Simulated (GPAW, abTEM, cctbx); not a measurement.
# CaCu2Bi2: the scripts behind a bonding study

Short scripts, each with its output. The cell comes from substitution in a known structure type and wasn't matched to any measured phase.

**1. Relax the structure**

```text
cell
1.0
     0.000000000   -4.377000000    0.000000000
     4.377000000    0.000000000    0.000000000
    -2.188500000    2.188500000    5.443500000
Bi Cu Ca
2 2 1
Direct
0.378500000 0.378500000 0.757000000
0.621500000 0.621500000 0.243000000
0.250000000 0.750000000 0.500000000
0.750000000 0.250000000 0.500000000
0.000000000 0.000000000 0.000000000
```

```python
from ase.constraints import FixSymmetry
from ase.filters import FrechetCellFilter
from ase.io import read, write
from ase.optimize import BFGS
from ase.parallel import parprint
from gpaw import GPAW, PW, FermiDirac

atoms = read("start.vasp")
atoms.set_constraint(FixSymmetry(atoms))
atoms.calc = GPAW(mode=PW(570), xc="PBE", kpts={"size": (5, 5, 5), "gamma": True},
                 occupations=FermiDirac(0.1), maxiter=120, symmetry={"tolerance": 1e-5}, txt="relax.txt")
BFGS(FrechetCellFilter(atoms), maxstep=0.15).run(fmax=0.03, steps=40)
parprint("cell  %.4f %.4f %.4f  %.2f %.2f %.2f" % tuple(atoms.cell.cellpar()))
parprint("volume %.3f A^3, largest force %.3f eV/A, largest stress %.2f GPa" % (atoms.get_volume(), abs(atoms.get_forces()).max(), 160.218 * abs(atoms.get_stress()).max()))
atoms.set_constraint()
write("relaxed.vasp", atoms, direct=True)
```

```console
$ OMP_NUM_THREADS=1 mpirun -n 4 gpaw python run.py > gpaw.log
```

```text
gpts.py:43: UserWarning: Initial realspace grid (25,25,35) inconsistent with symmetries.
gpts.py:43: UserWarning: Initial realspace grid (25,25,35) inconsistent with symmetries.
gpts.py:43: UserWarning: Initial realspace grid (25,25,35) inconsistent with symmetries.
gpts.py:43: UserWarning: Initial realspace grid (25,25,35) inconsistent with symmetries.
gpts.py:70: UserWarning: Using symmetrized grid: (35,35,35).
gpts.py:70: UserWarning: Using symmetrized grid: (35,35,35).
gpts.py:70: UserWarning: Using symmetrized grid: (35,35,35).
gpts.py:70: UserWarning: Using symmetrized grid: (35,35,35).
            Step        Energy          fmax
BFGS:    0      -18.309736        3.174615
BFGS:    1      -18.649072        2.530643
gpts.py:43: UserWarning: Initial realspace grid (25,25,36) inconsistent with symmetries.
gpts.py:43: UserWarning: Initial realspace grid (25,25,36) inconsistent with symmetries.
gpts.py:43: UserWarning: Initial realspace grid (25,25,36) inconsistent with symmetries.
gpts.py:43: UserWarning: Initial realspace grid (25,25,36) inconsistent with symmetries.
gpts.py:70: UserWarning: Using symmetrized grid: (36,36,36).
gpts.py:70: UserWarning: Using symmetrized grid: (36,36,36).
gpts.py:70: UserWarning: Using symmetrized grid: (36,36,36).
gpts.py:70: UserWarning: Using symmetrized grid: (36,36,36).
BFGS:    2      -19.066927        1.543212
gpts.py:43: UserWarning: Initial realspace grid (25,25,40) inconsistent with symmetries.
gpts.py:43: UserWarning: Initial realspace grid (25,25,40) inconsistent with symmetries.
gpts.py:43: UserWarning: Initial realspace grid (25,25,40) inconsistent with symmetries.
gpts.py:43: UserWarning: Initial realspace grid (25,25,40) inconsistent with symmetries.
gpts.py:70: UserWarning: Using symmetrized grid: (40,40,40).
gpts.py:70: UserWarning: Using symmetrized grid: (40,40,40).
gpts.py:70: UserWarning: Using symmetrized grid: (40,40,40).
gpts.py:70: UserWarning: Using symmetrized grid: (40,40,40).
BFGS:    3      -19.258620        0.941090
gpts.py:43: UserWarning: Initial realspace grid (27,27,40) inconsistent with symmetries.
gpts.py:43: UserWarning: Initial realspace grid (27,27,40) inconsistent with symmetries.
gpts.py:43: UserWarning: Initial realspace grid (27,27,40) inconsistent with symmetries.
gpts.py:43: UserWarning: Initial realspace grid (27,27,40) inconsistent with symmetries.
BFGS:    4      -19.367636        0.906089
BFGS:    5      -19.411864        0.751733
BFGS:    6      -19.440228        0.491201
BFGS:    7      -19.459216        0.198907
BFGS:    8      -19.464043        0.194279
BFGS:    9      -19.465923        0.190125
BFGS:   10      -19.470797        0.264887
BFGS:   11      -19.480844        0.354243
BFGS:   12      -19.503478        0.448548
gpts.py:43: UserWarning: Initial realspace grid (24,24,40) inconsistent with symmetries.
gpts.py:43: UserWarning: Initial realspace grid (24,24,40) inconsistent with symmetries.
gpts.py:43: UserWarning: Initial realspace grid (24,24,40) inconsistent with symmetries.
gpts.py:43: UserWarning: Initial realspace grid (24,24,40) inconsistent with symmetries.
BFGS:   13      -19.534182        0.438296
BFGS:   14      -19.561890        0.296965
gpts.py:43: UserWarning: Initial realspace grid (24,24,42) inconsistent with symmetries.
gpts.py:43: UserWarning: Initial realspace grid (24,24,42) inconsistent with symmetries.
gpts.py:43: UserWarning: Initial realspace grid (24,24,42) inconsistent with symmetries.
gpts.py:43: UserWarning: Initial realspace grid (24,24,42) inconsistent with symmetries.
gpts.py:70: UserWarning: Using symmetrized grid: (42,42,42).
gpts.py:70: UserWarning: Using symmetrized grid: (42,42,42).
gpts.py:70: UserWarning: Using symmetrized grid: (42,42,42).
gpts.py:70: UserWarning: Using symmetrized grid: (42,42,42).
BFGS:   15      -19.580166        0.084912
BFGS:   16      -19.583046        0.028578
cell  4.3149 4.3149 7.2780  107.24 107.24 90.00
volume 123.020 A^3, largest force 0.024 eV/A, largest stress 0.07 GPa
```

Time: 5.3 min on 4 cores of Intel(R) Xeon(R) Platinum 8488C (Sapphire Rapids) (shared host), peak memory 1.6 GiB.

**2. Build the all-electron density and subtract free atoms**

```text
cell
1.0
     0.000000000   -4.314876800    0.000000000
     4.314876800    0.000000000    0.000000000
    -2.157438400    2.157438400    6.607539480
Bi Cu Ca
2 2 1
Direct
0.374746090 0.374746090 0.749492180
0.625253910 0.625253910 0.250507820
0.250000000 0.750000000 0.500000000
0.750000000 0.250000000 0.500000000
0.000000000 0.000000000 0.000000000
```

```python
import numpy as np
from ase.io import read
from ase.units import Bohr
from gpaw import GPAW, PW, FermiDirac
from gpaw.calculator import GPAW as OldGPAW
from gpaw.mpi import serial_comm, world
from scipy.special import erfc
from scipy.spatial import cKDTree

atoms = read("cell.vasp")
atoms.calc = GPAW(mode=PW(450), xc="PBE", kpts={"size": (6, 6, 6), "gamma": True},
                 occupations=FermiDirac(0.1), maxiter=120, symmetry={"tolerance": 1e-5}, txt="scf.txt")
atoms.get_potential_energy()
rho = atoms.calc.get_all_electron_density(gridrefinement=2)
moments = atoms.get_magnetic_moments() if atoms.calc.get_number_of_spins() == 2 else np.zeros(len(atoms))
total = atoms.get_magnetic_moment() if moments.any() else 0.0
if world.rank == 0:
    free = OldGPAW(mode=PW(450), xc="PBE", txt=None, communicator=serial_comm)
    neutral = atoms.copy()
    neutral.set_initial_magnetic_moments(None)
    free.initialize(neutral)
    free.set_positions(neutral)
    drho = rho - free.get_all_electron_density(gridrefinement=2)
    # GPAW starts from confined atoms: exchange their smooth part for that of the datasets' free atoms
    h = np.stack(np.meshgrid(*[np.fft.fftfreq(n, 1 / n) for n in drho.shape], indexing="ij"), -1)
    gabs = np.linalg.norm(h @ atoms.cell.reciprocal(), axis=-1)
    tails = np.fft.fftn(free.get_pseudo_density(gridrefinement=2))
    g, form, v0 = np.linspace(0, gabs.max(), 1500), {}, 0
    for e in set(atoms.symbols):
        idx = atoms.symbols.search(e)
        d = free.setups[idx[0]].data
        r, w = d.rgd.r_g * Bohr, d.rgd.r_g**2 * d.rgd.dr_g
        j0 = np.sinc(2 * g[:, None] * r)
        smooth = sum(f * p**2 for f, p in zip(d.f_j, d.phit_jg)) + np.sqrt(4 * np.pi) * d.nct_g
        full = sum(f * p**2 for f, p in zip(d.f_j, d.phi_jg)) + np.sqrt(4 * np.pi) * d.nc_g
        phase = sum(np.exp(-2j * np.pi * h @ s) for s in atoms.get_scaled_positions()[idx])
        tails -= np.interp(gabs, g, j0 @ (smooth * w)) * phase * drho.size / atoms.get_volume()
        form[e] = j0 @ (full * w)
        v0 += 2 * np.pi / 3 * 14.3996 * (full * w * r**2).sum() * len(idx)  # V A^3
    tails *= 0.5 * erfc((gabs - 1.8) / 0.25)  # the tails differ at long wavelengths alone
    drho += np.fft.ifftn(tails).real  # crystal minus superposed spherical free atoms
    np.save("drho.npy", drho)
    dv = atoms.get_volume() / drho.size
    print("grid", drho.shape, " electrons %.3f" % (rho.sum() * dv), " moved by bonding %.3f e" % (abs(drho).sum() * dv / 2))
    pts = np.indices(drho.shape).reshape(3, -1).T / drho.shape @ atoms.cell
    shifts = (np.indices((3, 3, 3)).reshape(3, -1).T - 1) @ atoms.cell
    images = (atoms.positions[None] + shifts[:, None]).reshape(-1, 3)
    dist, idx = cKDTree(images).query(pts, k=4)
    out = drho.ravel()[dist[:, 0] > 0.5]
    print("deformation density beyond 0.5 A of the nuclei: max %.3f, min %.3f e/A^3" % (out.max(), out.min()))
    tie = dist < dist[:, :1] + 1e-4
    q = -np.bincount((idx % len(atoms))[tie], (drho.ravel()[:, None] / tie.sum(1, keepdims=True) * tie)[tie], len(atoms)) * dv
    print("atom        x       y       z   Voronoi charge  moment")
    for a, s, c, m in zip(atoms, atoms.get_scaled_positions(), q, moments):
        print("%-2s%-3d %7.4f %7.4f %7.4f %10.3f %10.2f" % (a.symbol, a.index + 1, *s, c, m))
    np.savez("free.npz", g=g, **form)
    print("mean inner potential of superposed free atoms %.3f V" % (v0 / atoms.get_volume()))
    print("total magnetic moment %.3f muB" % total)
```

```console
$ OMP_NUM_THREADS=1 mpirun -n 4 gpaw python run.py > gpaw.log
```

```text
gpts.py:43: UserWarning: Initial realspace grid (24,24,36) inconsistent with symmetries.
gpts.py:43: UserWarning: Initial realspace grid (24,24,36) inconsistent with symmetries.
gpts.py:43: UserWarning: Initial realspace grid (24,24,36) inconsistent with symmetries.
gpts.py:43: UserWarning: Initial realspace grid (24,24,36) inconsistent with symmetries.
gpts.py:70: UserWarning: Using symmetrized grid: (36,36,36).
gpts.py:70: UserWarning: Using symmetrized grid: (36,36,36).
gpts.py:70: UserWarning: Using symmetrized grid: (36,36,36).
gpts.py:70: UserWarning: Using symmetrized grid: (36,36,36).
grid (72, 72, 72)  electrons 244.000  moved by bonding 0.865 e
deformation density beyond 0.5 A of the nuclei: max 0.062, min -0.114 e/A^3
atom        x       y       z   Voronoi charge  moment
Bi1    0.3747  0.3747  0.7495     -0.084       0.00
Bi2    0.6253  0.6253  0.2505     -0.084       0.00
Cu3    0.2500  0.7500  0.5000     -0.018       0.00
Cu4    0.7500  0.2500  0.5000     -0.018       0.00
Ca5    0.0000  0.0000  0.0000      0.204       0.00
mean inner potential of superposed free atoms 18.386 V
total magnetic moment 0.000 muB
```

Time: 42 s.

**3. Fourier-transform the difference**

```python
from cctbx import adptbx, crystal, miller, xray
from cctbx.eltbx import tiny_pse
import numpy as np

cs = crystal.symmetry(unit_cell=(4.3149, 4.3149, 13.2151, 90, 90, 90), space_group_symbol='Hall: -I 4 2')  # I4/mmm
atoms = [  # label, site, U (iso, or U11 U22 U33 U12 U13 U23 in A^2), occupancy
    ("Bi1", (0, 0, 0.37475), 0.0000, 1),
    ("Cu1", (0.5, 0, 0.25), 0.0000, 1),
    ("Ca1", (0, 0, 0), 0.0000, 1),
]
xs = xray.structure(crystal_symmetry=cs)
for label, site, u, occ in atoms:
    u = adptbx.u_cif_as_u_star(cs.unit_cell(), u) if isinstance(u, tuple) else u
    xs.add_scatterer(xray.scatterer(label, site=site, u=u, occupancy=occ))
xs.scattering_type_registry(table="wk1995")
drho = np.load("drho.npy")
T = np.array([[0, 1, 0], [-1, 0, 0], [1, 1, 2]])  # conventional axes in terms of the primitive ones
dF = np.fft.ifftn(drho) * 246.04048  # electrons a conventional cell, indexed by primitive hkl
ms = miller.build_set(cs, anomalous_flag=False, d_min=0.9).sort("resolution")
iam = ms.structure_factors_from_scatterers(xs, algorithm="direct").f_calc()
p1 = xs.expand_to_p1()
z = np.array([tiny_pse.table(sc.scattering_type).atomic_number() for sc in p1.scatterers()])
x = np.array(p1.sites_frac())
free = np.load("free.npz")
print("static structure factors of the conventional cell: F in electrons, V (Mott-Bethe) in volts")
print("   h  k  l      d  |F| table  |F| free   |F| DFT   change   |V| free  |V| DFT  change %")
for h, d, table in list(zip(ms.indices(), ms.d_spacings().data(), iam.data()))[:16]:
    df = dF[tuple(np.rint(np.linalg.solve(T, h)).astype(int))]
    phase = np.exp(2j * np.pi * x @ h)
    f = sum(np.interp(1 / d, free["g"], free[sc.scattering_type]) * p for sc, p in zip(p1.scatterers(), phase))
    fz = (z * phase).sum()
    c = 14.3996 * d * d / (np.pi * cs.unit_cell().volume())
    v0, v1 = abs(fz - f) * c, abs(fz - f - df) * c
    print("%4d%3d%3d %7.4f %9.3f %9.3f %9.3f %8.3f %9.3f %8.3f %8s" % (h + (d, abs(table), abs(f), abs(f + df), abs(f + df) - abs(f), v0, v1, "%.1f" % (100 * (v1 / v0 - 1)) if v0 > 0.02 else "-")))
```

```console
$ python run.py
```

```text
static structure factors of the conventional cell: F in electrons, V (Mott-Bethe) in volts
   h  k  l      d  |F| table  |F| free   |F| DFT   change   |V| free  |V| DFT  change %
   0  0  2  6.6075    75.907    75.692    75.667   -0.025     1.099    1.119      1.9
   1  0  1  4.1018   183.399   183.175   183.315    0.140     3.515    3.471     -1.2
   0  0  4  3.3038   164.374   164.551   164.866    0.315     2.327    2.263     -2.7
   1  0  3  3.0825   239.144   239.060   239.094    0.034     6.514    6.508     -0.1
   1  1  0  3.0511   223.998   224.306   224.590    0.283     5.496    5.447     -0.9
   1  1  2  2.7700   125.803   125.298   124.953   -0.345     4.239    4.289      1.2
   1  0  5  2.2538   219.452   219.390   219.465    0.075     5.064    5.057     -0.1
   1  1  4  2.2415   336.744   336.006   334.983   -1.023     6.738    6.833      1.4
   0  0  6  2.2025    60.472    59.817    59.144   -0.673     1.180    1.241      5.2
   2  0  0  2.1574   386.932   386.195   385.258   -0.937     8.828    8.909      0.9
   2  0  2  2.0509    62.290    61.622    60.922   -0.700     1.208    1.263      4.5
   2  1  1  1.9094   159.061   159.017   158.756   -0.261     2.403    2.420      0.7
   2  0  4  1.8064   149.181   149.749   150.073    0.324     1.595    1.576     -1.2
   1  1  6  1.7858   109.194   108.596   108.219   -0.377     3.002    3.025      0.7
   2  1  3  1.7675   205.238   205.226   205.124   -0.101     4.111    4.117      0.1
   1  0  7  1.7296   156.846   156.808   156.651   -0.157     2.258    2.267      0.4
```

Time: 0.83 s on 1 core of Intel(R) Xeon(R) Platinum 8488C (Sapphire Rapids) (shared host), peak memory 0.08 GiB.

**4. Propagate a plane wave with and without the bonding term**

```python
import abtem
import numpy as np
from ase.build import make_supercell
from ase.io import read

abtem.config.set({"dask.lazy": False, "fft": "fftw", "diagnostics.progress_bar": False})
M = [[-1, 0, 0], [1, 1, 2], [0, 1, 0]]  # rows: x, y and beam direction in the primitive cell's axes
unit = make_supercell(read("cell.vasp"), M)
unit.set_cell(list(unit.cell.lengths()) + [90, 90, 90], scale_atoms=True)
unit.positions[:, 2] += 0.5394  # keeps atomic planes off the slice boundaries
unit.wrap()
slab = unit * (2, 2, 144)
print(slab.get_chemical_formula(), "| box %.2f x %.2f x %.2f A" % tuple(slab.cell.lengths()))

# change of the potential by bonding, from the DFT deformation density (Poisson's equation term by term)
drho = np.load("drho.npy")
prim = read("cell.vasp")
h = np.stack(np.meshgrid(*[np.fft.fftfreq(n, 1 / n) for n in drho.shape], indexing="ij"), -1).reshape(-1, 3).astype(int)
g2 = ((h @ prim.cell.reciprocal()) ** 2).sum(1)
keep = (g2 > 0) & (g2 < 2.5**2)
shape = (124, 378, 28)
vg = np.zeros(shape, complex)
hm = h[keep] @ np.array(M).T
move = np.exp(-2j * np.pi * hm[:, 2] * (0.5394 / unit.cell[2, 2] - 0.5 / shape[2]))  # the same shift, sampled at mid-points
vg[tuple(hm.T % np.array(shape)[:, None])] = -14.3996 / np.pi * (np.fft.fftn(drho).ravel() / drho.size)[keep] / g2[keep] * move
dV = np.fft.ifftn(vg).real * vg.size
dV = dV.reshape(124, 378, 4, 7).mean(3) * unit.cell[2, 2] / 4  # V A, projected in each slice
dV = np.tile(dV.transpose(2, 0, 1), (144, 2, 2))


def build(atoms):
    p = abtem.Potential(atoms, gpts=(248, 756), slice_thickness=[slab.cell[2, 2] / 576] * 576,
                        parametrization="lobato", projection="infinite", exit_planes=48).build()
    p.array[:] += BONDING * dV
    return p


sigmas = {'Bi': 0.053, 'Cu': 0.065, 'Ca': 0.069}  # r.m.s. displacement along each axis, A
u = np.array([sigmas[s] for s in slab.symbols])[:, None]
rng = np.random.default_rng(429)


def potentials():
    for _ in range(3):  # frozen phonons, one configuration at a time
        atoms = slab.copy()
        atoms.positions += u * rng.standard_normal((len(atoms), 3))
        atoms.wrap()
        yield build(atoms)


for label, BONDING in (("IAM", 0.0), ("DFT", 1.0)):
    print("=====", label)
    rng = np.random.default_rng(429)  # the same displacements for both
    potential = build(slab)
    print("grid", potential.gpts, "slices", potential.num_slices)
    thickness = potential.exit_thicknesses
    wave = abtem.PlaneWave(energy=200000)
    dp = np.mean([wave.multislice(p).diffraction_patterns(max_angle="valid").array for p in potentials()], axis=0)
    hkl = [(0, 0, 0), (0, 0, 2), (0, 1, 1), (0, 1, 3), (0, 2, 0), (0, 2, 2), (0, 3, 1)]
    nx, ny = dp.shape[-2:]
    print("intensity of each beam, fraction of the incident wave")
    print("  t (A)" + "".join("%9s" % " ".join(map(str, h)) for h in hkl) + "  diffuse    total")
    grid = np.zeros((nx, ny), bool)
    grid[nx // 2 % 2::2, ny // 2 % 2::2] = True
    for t, a in list(zip(thickness, dp))[1:]:
        idx = [np.rint(np.array(M) @ np.linalg.solve([[0, 1, 0], [-1, 0, 0], [1, 1, 2]], h)).astype(int) for h in hkl]
        print("%7.1f" % t + "".join("%9.5f" % a[nx // 2 + i[0] * 2, ny // 2 + i[1] * 2] for i in idx) + "%9.4f%9.4f" % (a[~grid].sum(), a.sum()))
```

```console
$ python run.py
```

```text
Bi2304Ca1152Cu2304 | box 8.63 x 26.43 x 621.34 A
===== IAM
grid (248, 756) slices 576
intensity of each beam, fraction of the incident wave
  t (A)    0 0 0    0 0 2    0 1 1    0 1 3    0 2 0    0 2 2    0 3 1  diffuse    total
   51.8  0.66478  0.00232  0.00031  0.00970  0.02193  0.00156  0.00062   0.0484   0.9936
  103.6  0.34372  0.00833  0.00868  0.01772  0.03633  0.00121  0.00058   0.1017   0.9876
  155.3  0.34217  0.00645  0.02734  0.01095  0.01235  0.00012  0.00015   0.1506   0.9809
  207.1  0.36181  0.00277  0.03513  0.00998  0.00181  0.00221  0.00064   0.1890   0.9734
  258.9  0.21889  0.01265  0.02568  0.02428  0.00971  0.00103  0.00294   0.2323   0.9644
  310.7  0.07375  0.01706  0.02654  0.03157  0.00941  0.00070  0.00068   0.2792   0.9554
  362.4  0.02679  0.00475  0.04674  0.02282  0.00135  0.00347  0.00047   0.3219   0.9456
  414.2  0.02535  0.00277  0.06029  0.01541  0.00055  0.00222  0.00063   0.3571   0.9365
  466.0  0.03229  0.00978  0.04728  0.01963  0.00123  0.00045  0.00071   0.3822   0.9285
  517.8  0.04025  0.00548  0.03059  0.02090  0.00033  0.00350  0.00014   0.4026   0.9215
  569.6  0.04239  0.00022  0.03471  0.01255  0.00021  0.00348  0.00094   0.4226   0.9151
  621.3  0.04113  0.00359  0.03990  0.00507  0.00095  0.00047  0.00016   0.4388   0.9093
===== DFT
grid (248, 756) slices 576
intensity of each beam, fraction of the incident wave
  t (A)    0 0 0    0 0 2    0 1 1    0 1 3    0 2 0    0 2 2    0 3 1  diffuse    total
   51.8  0.66218  0.00243  0.00031  0.00966  0.02226  0.00161  0.00061   0.0485   0.9936
  103.6  0.34645  0.00875  0.00844  0.01749  0.03530  0.00110  0.00055   0.1019   0.9875
  155.3  0.35432  0.00634  0.02658  0.01063  0.01098  0.00019  0.00013   0.1501   0.9809
  207.1  0.36950  0.00288  0.03395  0.00979  0.00190  0.00250  0.00062   0.1880   0.9735
  258.9  0.21938  0.01455  0.02465  0.02396  0.00954  0.00099  0.00289   0.2312   0.9646
  310.7  0.07629  0.01837  0.02622  0.03090  0.00847  0.00088  0.00065   0.2774   0.9558
  362.4  0.03290  0.00436  0.04689  0.02224  0.00111  0.00385  0.00041   0.3196   0.9461
  414.2  0.03105  0.00369  0.06005  0.01528  0.00046  0.00209  0.00062   0.3545   0.9371
  466.0  0.03426  0.01146  0.04690  0.01985  0.00092  0.00049  0.00072   0.3789   0.9292
  517.8  0.03671  0.00572  0.03115  0.02105  0.00024  0.00393  0.00013   0.3996   0.9222
  569.6  0.03656  0.00022  0.03650  0.01267  0.00020  0.00343  0.00090   0.4204   0.9158
  621.3  0.03674  0.00380  0.04180  0.00526  0.00075  0.00033  0.00015   0.4364   0.9099
```

Time: 1.9 min.

[Outputs are excerpts: Python notices, other lines and further rows are left out; steps that failed or that the build refused (PBEsol, TPSS) are not shown.]

[Logs are printed without paths, hosts, clocks, repeated set-up lines and the standing remarks that a program may print on its own settings, such as how far it seeks lower states.]
